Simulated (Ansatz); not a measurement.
## YCu (Pm-3m): Grüneisen parameters

Wanted: mode Grüneisen parameters of YCu (Pm-3m).

Method: DFT PBEsol, scalar-relativistic, plane waves, PAW; PAW set soft_1, in Ansatz 0.2.0.

The raw output is cut from this account; settings, times and results stay.

## Step 1: The system as given

It takes space group Pm-3m (No. 221, cubic). Conventional cell: a = 3.425 Å, b = 3.425 Å, c = 3.425 Å, α = 90.00°, β = 90.00°, γ = 90.00°. Y has 8 Cu at 2.97 Å nearest. Cu has 8 Y at 2.97 Å nearest. Farther neighbours, and contacts between anions beyond the nearest, are not listed.

## Step 2: Phonons on a q mesh

Stability and thermal properties need the whole zone. Linear response on a 4×4×4 q mesh gives force constants as far as a supercell of that size would.

input.yaml

```yaml
crystal:
  lattice:
    - [3.4246110042, 0.0, 0.0]
    - [0.0, 3.4246110042, 0.0]
    - [0.0, 0.0, 3.4246110042]
  atoms:
    - { symbol: "Y", position: [0.0, 0.0, 0.0] }
    - { symbol: Cu, position: [0.5, 0.5, 0.5] }
kpoints:
  mp_grid: { grid: [12, 12, 12] }
hamiltonian:
  xc: pbesol
  pseudopotentials: { kind: paw, azcp: { folder: soft_1 }, xc_functional: pbe }
scf:
  occupations: { method: methfessel_paxton, width: 0.2 }
output:
  eigenvalues: true
phonons:
  method: dfpt
  qmesh: [4, 4, 4]
  temperatures: { t_max: 1000, t_step: 50 }
  qpath:
    path:
      - [[0.0, 0.0, 0.0], [0.0, 0.5, 0.0], [0.5, 0.5, 0.0], [0.0, 0.0, 0.0], [0.5, 0.5, 0.5], [0.0, 0.5, 0.0]]
      - [[0.5, 0.5, 0.5], [0.5, 0.5, 0.0]]
    npoints: 10
```

Started as:

```sh
ansatz run input.yaml --threads 4 --pin off --max-ram 10240MiB --backend cpu --events-out ev --progress --plain --runs-dir out
```

The job ended after 5.6 min (4 threads of Arm Neoverse V1, shared host; peak memory 2.1 GiB; 22 min of CPU time).

Read from the output:

| Property | Result |
| --- | --- |
| volume per atom | 20.08 Å³ |
| gap on the k-mesh | 0 eV |
| sum-rule residual before enforcement | 1.45e-5 eV/Å² |
| lowest frequency on the path | 0 cm⁻¹ |
| point group | m-3m |
| highest frequency on path, mesh or solved points | 172.9 cm⁻¹ |
| mean frequency | 110.2 cm⁻¹ |
| Debye temperature (second moment) | 216 K |
| logarithmic mean frequency | 103.2 cm⁻¹ |
| highest optical mode at the zone centre (no LO-TO term) | 147.1 cm⁻¹ |
| lowest optical zone-centre mode | 147.1 cm⁻¹ |
| lowest mode on the q mesh (acoustic modes at Γ apart) | 34.41 cm⁻¹ |
| zero-point energy per atom | 20.5 meV |
| heat capacity at 300 K | 24.31 J/(mol atoms K) |
| vibrational entropy at 300 K | 42.80 J/(mol atoms K) |

Frequencies (cm⁻¹) solved at each irreducible wavevector; negative means imaginary. Frequencies by wavevector, by row:

| q in reciprocal lattice units | star | mode 1 | mode 2 | mode 3 | mode 4 | mode 5 | mode 6 |
| --- | --- | --- | --- | --- | --- | --- | --- |
| 0 0 0 | 1 | 0 | 0 | 0 | 147.1 | 147.1 | 147.1 |
| 0 0 0.25 | 6 | 58.1 | 58.1 | 92.5 | 138.7 | 138.7 | 155.2 |
| 0 0 -0.5 | 3 | 95.9 | 95.9 | 99.3 | 118 | 118 | 172.9 |
| 0 0.25 0.25 | 12 | 60.9 | 70.2 | 111.7 | 128.6 | 141.1 | 151.1 |
| 0 0.25 -0.5 | 12 | 60.5 | 78.9 | 88.8 | 116.6 | 141.8 | 167.3 |
| 0 -0.5 -0.5 | 3 | 34.4 | 34.4 | 65.5 | 113.3 | 158.9 | 158.9 |
| 0.25 0.25 0.25 | 8 | 82.7 | 82.7 | 97 | 138.2 | 143.5 | 143.5 |
| 0.25 0.25 -0.5 | 12 | 55.7 | 88.1 | 106.6 | 130.9 | 132.4 | 163.9 |
| 0.25 -0.5 -0.5 | 6 | 59.4 | 59.4 | 102.2 | 118.1 | 161.6 | 161.6 |
| -0.5 -0.5 -0.5 | 1 | 76.4 | 76.4 | 76.4 | 165.8 | 165.8 | 165.8 |

Symmetry leaves 10 wavevectors to solve. The lowest mode among them, the acoustic zeros apart, lies at q = (0, -0.5, -0.5) and is real, 34.4 cm⁻¹.

## Step 3: Relaxing at another volume, volume ratio 0.97

The volume is scaled by 0.97 and held; symmetry leaves nothing to relax, so this is a single point. The modes can then be followed against volume.

input.yaml, the sections that differ from step 2:

```yaml
crystal:
  lattice:
    - [3.3900166086, 0.0, 0.0]
    - [0.0, 3.3900166086, 0.0]
    - [0.0, 0.0, 3.3900166086]
  atoms:
    - { symbol: "Y", position: [0.0, 0.0, 0.0] }
    - { symbol: Cu, position: [0.5, 0.5, 0.5] }
output:
  forces: true
  stress: true
  eigenvalues: true
  write_density: true
  write_potential: true
  elf: true
  volumetric_format: npy
# kpoints, hamiltonian, scf: as in step 2
# phonons: removed
```

It took 1.5 s on 4 threads; peak memory 0.37 GiB; 5.3 s of CPU time.

This step gave:

| Property | Result |
| --- | --- |
| pressure | 2.528 GPa |
| volume per atom | 19.48 Å³ |

Electrostatic potential energy in the ac plane at fractional y = 0.000, with atoms of Y within 0.2 Å of it. With pseudopotentials it is smooth inside the atoms' cores, unlike the true potential.

Ten even steps from '0' (-44 eV) to '9' (16 eV):
```
00014688998864100
00025789999875200
11246889999886421
34568899999988654
66788999999998876
88889999999999888
88999999999999998
99999999999999999
99999999999999999
88999999999999998
88889999999999888
66788999999998876
34568899999988654
11246889999886421
00025789999875200
00014688998864100
00013688998863100
```
Columns run along a (3.4 Å; values clipped at the 3rd and 97th percentile), rows up along c (3.4 Å). Atoms in or near the plane, at fractional coordinates: Y at (0.00, 0.00).

Valence density in the ac plane at fractional y = 0.000, with atoms of Y within 0.2 Å of it. It is the smooth field of the valence electrons, not physical close to the nuclei.

Ten even steps from '_' (0.1 e/Å³) to '@' (3.5 e/Å³):
```
%%@@@@**--..____________..--**@@@@
@@@@%%++::________________::++%%@@
##**++--..________________..--++**
----::..____________________..::--
....____________________________..
__________________________________
__________________________________
__________________________________
__________________________________
__________________________________
__________________________________
....____________________________..
----::..____________________..::--
##**++--..________________..--++**
@@@@%%++::________________::++%%@@
%%@@@@**--..____________..--**@@@@
##%%@@##--..____________..--##@@%%
```
Columns run along a (3.4 Å), rows up along c (3.4 Å). Atoms in or near the plane, at fractional coordinates: Y at (0.00, 0.00).

ELF in the ac plane at fractional y = 0.000, with atoms of Y within 0.2 Å of it. It is the smooth field of the valence electrons, not physical close to the nuclei.

Values, 14 rows by 14 columns, each cell a mean:
```
0.59 0.73 0.84 0.78 0.41 0.09 0.08 0.09 0.07 0.13 0.49 0.80 0.83 0.70
0.81 0.84 0.83 0.67 0.28 0.10 0.12 0.15 0.12 0.11 0.36 0.70 0.84 0.83
0.82 0.79 0.68 0.42 0.17 0.14 0.22 0.27 0.20 0.13 0.21 0.47 0.70 0.80
0.54 0.47 0.33 0.19 0.14 0.22 0.33 0.38 0.32 0.20 0.14 0.21 0.36 0.49
0.14 0.13 0.11 0.13 0.22 0.34 0.42 0.44 0.41 0.32 0.20 0.13 0.11 0.13
0.06 0.08 0.13 0.22 0.34 0.42 0.45 0.45 0.45 0.41 0.32 0.20 0.12 0.07
0.07 0.10 0.17 0.29 0.39 0.45 0.45 0.45 0.45 0.44 0.38 0.27 0.15 0.09
0.06 0.08 0.14 0.24 0.35 0.43 0.45 0.45 0.45 0.42 0.33 0.22 0.12 0.08
0.09 0.09 0.10 0.15 0.25 0.37 0.43 0.45 0.42 0.34 0.22 0.14 0.10 0.09
0.45 0.39 0.26 0.16 0.15 0.25 0.35 0.39 0.34 0.22 0.14 0.17 0.28 0.41
0.80 0.77 0.64 0.38 0.16 0.15 0.24 0.29 0.22 0.13 0.19 0.42 0.67 0.78
0.82 0.84 0.82 0.64 0.26 0.10 0.14 0.17 0.13 0.11 0.33 0.68 0.83 0.84
0.64 0.75 0.84 0.77 0.39 0.09 0.08 0.10 0.08 0.13 0.47 0.79 0.84 0.73
0.41 0.64 0.82 0.80 0.45 0.09 0.06 0.07 0.06 0.14 0.54 0.82 0.81 0.59
```
Columns run along a (3.4 Å), rows up along c (3.4 Å). Atoms in or near the plane, at fractional coordinates: Y at (0.00, 0.00).

## Step 4: Phonons at the other volume, volume ratio 0.97

The phonons are repeated at this volume on the same meshes, so that differences come from the volume alone.

input.yaml, the sections that differ from step 3:

```yaml
output:
  eigenvalues: true
phonons:
  method: dfpt
  qmesh: [4, 4, 4]
  temperatures: { t_max: 1000, t_step: 50 }
  qpath:
    path:
      - [[0.0, 0.0, 0.0], [0.0, 0.5, 0.0], [0.5, 0.5, 0.0], [0.0, 0.0, 0.0], [0.5, 0.5, 0.5], [0.0, 0.5, 0.0]]
      - [[0.5, 0.5, 0.5], [0.5, 0.5, 0.0]]
    npoints: 10
# crystal, kpoints, hamiltonian, scf: as in step 3
```

The job ended after 5.7 min (4 threads; peak memory 2.1 GiB).

This step gave:

- sum-rule residual before enforcement: 2.75e-5 eV/Å²
- highest frequency on path, mesh or solved points: 180 cm⁻¹
- mean frequency: 115.5 cm⁻¹
- Debye temperature (second moment): 227 K
- logarithmic mean frequency: 107.7 cm⁻¹
- highest optical mode at the zone centre (no LO-TO term): 156.4 cm⁻¹
- lowest optical zone-centre mode: 156.4 cm⁻¹
- lowest mode on the q mesh (acoustic modes at Γ apart): 31.49 cm⁻¹
- zero-point energy per atom: 21.47 meV
- heat capacity at 300 K: 24.25 J/(mol atoms K)
- vibrational entropy at 300 K: 41.78 J/(mol atoms K)

Frequencies (cm⁻¹) solved at each irreducible wavevector; negative means imaginary. Frequencies by wavevector, by row:

| q in reciprocal lattice units | star | mode 1 | mode 2 | mode 3 | mode 4 | mode 5 | mode 6 |
| --- | --- | --- | --- | --- | --- | --- | --- |
| 0 0 0 | 1 | 0 | 0 | 0 | 156.4 | 156.4 | 156.4 |
| 0 0 0.25 | 6 | 60.6 | 60.6 | 96.5 | 146.8 | 146.8 | 163.2 |
| 0 0 -0.5 | 3 | 100.4 | 100.4 | 105.2 | 124.4 | 124.4 | 180 |
| 0 0.25 0.25 | 12 | 60.8 | 73.3 | 117.7 | 136.1 | 147.1 | 160.6 |
| 0 0.25 -0.5 | 12 | 60.3 | 83.1 | 91.8 | 123.2 | 149.8 | 175.5 |
| 0 -0.5 -0.5 | 3 | 31.5 | 31.5 | 70.1 | 120.2 | 167.6 | 167.6 |
| 0.25 0.25 0.25 | 8 | 85 | 85 | 100.1 | 146.1 | 151.7 | 151.7 |
| 0.25 0.25 -0.5 | 12 | 56 | 91.4 | 113.1 | 135.4 | 140.8 | 171.9 |
| 0.25 -0.5 -0.5 | 6 | 62.7 | 62.7 | 109.1 | 122.2 | 168.5 | 168.5 |
| -0.5 -0.5 -0.5 | 1 | 83.3 | 83.3 | 83.3 | 171.2 | 171.2 | 171.2 |

The highest optical mode at the zone centre (no LO-TO term) is 156.4 cm⁻¹, +9.2 cm⁻¹ against the base run.

## Step 5: Relaxing at another volume, volume ratio 1.03

The volume is scaled by 1.03 and held; symmetry leaves nothing to relax, so this is a single point. The modes can then be followed against volume.

input.yaml, the sections that differ from step 4:

```yaml
crystal:
  lattice:
    - [3.4585202491, 0.0, 0.0]
    - [0.0, 3.4585202491, 0.0]
    - [0.0, 0.0, 3.4585202491]
  atoms:
    - { symbol: "Y", position: [0.0, 0.0, 0.0] }
    - { symbol: Cu, position: [0.5, 0.5, 0.5] }
output:
  forces: true
  stress: true
  eigenvalues: true
# kpoints, hamiltonian, scf: as in step 4
# phonons: removed
```

Wall time 1.7 s (4 threads); peak memory 0.38 GiB; 5.7 s of CPU time.

Read from the output:

```yaml
pressure: -2.182 GPa
volume_per_atom: 20.68 Å³
```

The run ends at a pressure of -2.18 GPa.

## Step 6: Phonons at the other volume, volume ratio 1.03

Edit input.yaml of step 5 so:

```diff
@@ -16,4 +16,11 @@
 output:
-  forces: true
-  stress: true
   eigenvalues: true
+phonons:
+  method: dfpt
+  qmesh: [4, 4, 4]
+  temperatures: { t_max: 1000, t_step: 50 }
+  qpath:
+    path:
+      - [[0.0, 0.0, 0.0], [0.0, 0.5, 0.0], [0.5, 0.5, 0.0], [0.0, 0.0, 0.0], [0.5, 0.5, 0.5], [0.0, 0.5, 0.0]]
+      - [[0.5, 0.5, 0.5], [0.5, 0.5, 0.0]]
+    npoints: 10
```

Wall time 6.1 min (4 threads); peak memory 2.2 GiB; 24 min of CPU time.

Read from the output:

```
sum-rule residual before enforcement                    : 3.38e-5 eV/Å²
highest frequency on path, mesh or solved points        : 166.2 cm⁻¹
mean frequency                                          : 105.1 cm⁻¹
Debye temperature (second moment)                       : 206 K
logarithmic mean frequency                              : 98.7 cm⁻¹
highest optical mode at the zone centre (no LO-TO term) : 138.2 cm⁻¹
lowest optical zone-centre mode                         : 138.2 cm⁻¹
lowest mode on the q mesh (acoustic modes at Γ apart)   : 35.31 cm⁻¹
zero-point energy per atom                              : 19.55 meV
heat capacity at 300 K                                  : 24.37 J/(mol atoms K)
vibrational entropy at 300 K                            : 43.89 J/(mol atoms K)
```

The highest optical mode at the zone centre (no LO-TO term) is 138.2 cm⁻¹, -8.9 cm⁻¹ against the base run.

## Step 7: Grüneisen parameters

The Grüneisen parameter of a mode is minus the logarithmic change of its frequency with volume, −d ln ω / d ln V; weighted by heat capacity it gives the expansion.

This step gave:

```
bulk modulus : 78.5 GPa
```

Phonon branches along the path, in cm⁻¹:

| point | branch 1 | branch 2 | branch 3 | branch 4 | branch 5 | branch 6 |
| --- | --- | --- | --- | --- | --- | --- |
| Γ | 0 | 0 | 0 | 147 | 147 | 147 |
| halfway | 58 | 58 | 92 | 139 | 139 | 155 |
| X | 96 | 96 | 99 | 118 | 118 | 173 |
| halfway | 60 | 79 | 89 | 117 | 142 | 167 |
| M | 34 | 34 | 66 | 113 | 159 | 159 |
| halfway | 61 | 70 | 112 | 129 | 141 | 151 |
| Γ | 0 | 0 | 0 | 147 | 147 | 147 |
| halfway | 83 | 83 | 97 | 138 | 144 | 144 |
| R | 76 | 76 | 76 | 166 | 166 | 166 |
| halfway | 56 | 88 | 107 | 131 | 132 | 164 |
| X | 96 | 96 | 99 | 118 | 118 | 173 |
| jump to R | 76 | 76 | 76 | 166 | 166 | 166 |
| halfway | 59 | 59 | 102 | 118 | 162 | 162 |
| M | 34 | 34 | 66 | 113 | 159 | 159 |

The same for volume x 0.97:

| point | branch 1 | branch 2 | branch 3 | branch 4 | branch 5 | branch 6 |
| --- | --- | --- | --- | --- | --- | --- |
| Γ | 0 | 0 | 0 | 156 | 156 | 156 |
| X | 100 | 100 | 105 | 124 | 124 | 180 |
| M | 32 | 32 | 70 | 120 | 168 | 168 |
| Γ | 0 | 0 | 0 | 156 | 156 | 156 |
| R | 83 | 83 | 83 | 171 | 171 | 171 |
| X | 100 | 100 | 105 | 124 | 124 | 180 |
| R | 83 | 83 | 83 | 171 | 171 | 171 |
| M | 32 | 32 | 70 | 120 | 168 | 168 |

The same for volume x 1.03:

| point | branch 1 | branch 2 | branch 3 | branch 4 | branch 5 | branch 6 |
| --- | --- | --- | --- | --- | --- | --- |
| Γ | 0 | 0 | 0 | 138 | 138 | 138 |
| X | 92 | 92 | 94 | 112 | 112 | 166 |
| M | 35 | 35 | 61 | 107 | 151 | 151 |
| Γ | 0 | 0 | 0 | 138 | 138 | 138 |
| R | 70 | 70 | 70 | 160 | 160 | 160 |
| X | 92 | 92 | 94 | 112 | 112 | 166 |
| R | 70 | 70 | 70 | 160 | 160 | 160 |
| M | 35 | 35 | 61 | 107 | 151 | 151 |

Mode Grueneisen parameter -dln(w)/dln(V), modes matched by rank; at Γ the acoustic branches take the value of a neighbouring point of the path. The mode Grüneisen parameters at the labelled points ():

| point | branch 1 | branch 2 | branch 3 | branch 4 | branch 5 | branch 6 |
| --- | --- | --- | --- | --- | --- | --- |
| Γ | 1.22 | 1.22 | 1.15 | 2.06 | 2.06 | 2.06 |
| halfway | 1.40 | 1.40 | 1.44 | 1.92 | 1.92 | 1.67 |
| X | 1.53 | 1.53 | 1.88 | 1.79 | 1.79 | 1.33 |
| halfway | 0.03 | 1.73 | 1.20 | 1.87 | 1.84 | 1.59 |
| M | -1.90 | -1.90 | 2.29 | 2.00 | 1.75 | 1.75 |
| halfway | 0.03 | 1.45 | 1.78 | 1.92 | 1.39 | 2.06 |
| Γ | 1.26 | 0.28 | 1.45 | 2.06 | 2.06 | 2.06 |
| halfway | 0.97 | 0.97 | 1.10 | 1.84 | 1.84 | 1.84 |
| R | 3.04 | 3.04 | 3.04 | 1.10 | 1.10 | 1.10 |
| halfway | 0.33 | 1.35 | 2.02 | 1.40 | 1.80 | 1.58 |
| X | 1.53 | 1.53 | 1.88 | 1.79 | 1.79 | 1.33 |
| jump to R | 3.04 | 3.04 | 3.04 | 1.10 | 1.10 | 1.10 |
| halfway | 2.00 | 2.00 | 2.22 | 1.14 | 1.39 | 1.39 |
| M | -1.90 | -1.90 | 2.29 | 2.00 | 1.75 | 1.75 |

(dS/dlnV)/C_V. The thermodynamic Grueneisen parameter by temperature:

| temperature (K) | thermodynamic Grueneisen parameter |
| --- | --- |
| 50 | 1.30 |
| 100 | 1.41 |
| 150 | 1.43 |
| 200 | 1.44 |
| 250 | 1.45 |
| 300 | 1.45 |
| 350 | 1.45 |
| 400 | 1.45 |
| 450 | 1.45 |
| 500 | 1.45 |
| 550 | 1.45 |
| 600 | 1.45 |
| 650 | 1.45 |
| 700 | 1.45 |
| 750 | 1.45 |
| 800 | 1.45 |
| 850 | 1.45 |
| 900 | 1.45 |
| 950 | 1.45 |
| 1000 | 1.45 |

Gamma C_V/(B V) at the static volume. The volume expansion by temperature:

| temperature (K) | volume expansion (1e-6/K) |
| --- | --- |
| 50 | 16.4 |
| 100 | 29.8 |
| 150 | 34.1 |
| 200 | 35.8 |
| 250 | 36.6 |
| 300 | 37.1 |
| 350 | 37.4 |
| 400 | 37.5 |
| 450 | 37.6 |
| 500 | 37.8 |
| 550 | 37.8 |
| 600 | 37.9 |
| 650 | 37.9 |
| 700 | 37.9 |
| 750 | 38.0 |
| 800 | 38.0 |
| 850 | 38.0 |
| 900 | 38.0 |
| 950 | 38.0 |
| 1000 | 38.0 |

## Step 8: Summary of results

```
bulk modulus                               : 78.5 GPa
thermodynamic Grüneisen parameter at 300 K : 1.448
volume expansion at 300 K, estimated       : 37.07 × 10⁻⁶ K⁻¹
```

By this estimate the volume grows by 37.1 × 10⁻⁶ per kelvin at 300 K. The highest optical mode at Γ goes from 156 to 138 cm⁻¹ as the cell grows, a Grüneisen parameter of 2.06. Mode parameters on the path run from -1.9 to 3.0, with a median of 1.6. Modes with negative values stiffen as the cell grows and pull against the expansion. Branches are matched by rank, so values near crossings are rough. The expansion is the Grüneisen estimate at the static volume, with the static bulk modulus. With no gap, or one that is small against the smearing, the frequencies hang on the k mesh and the smearing, most of all near Kohn anomalies. The PAW files were made for PBE and serve the other functionals too.

[Long decimals in the printed logs are rounded to 6 places.]

[Logs are printed without paths, hosts, clocks, repeated set-up lines and the standing remarks that a program may print on its own settings, such as how far it seeks lower states.]

[Hosts, paths, dates, database ids (printed as entryN), source tags and the programs' standing remarks are cut or masked in the printed files.]

[Where the starting crystal was built by hand or by swapping elements, it need not be the compound's stable phase.]
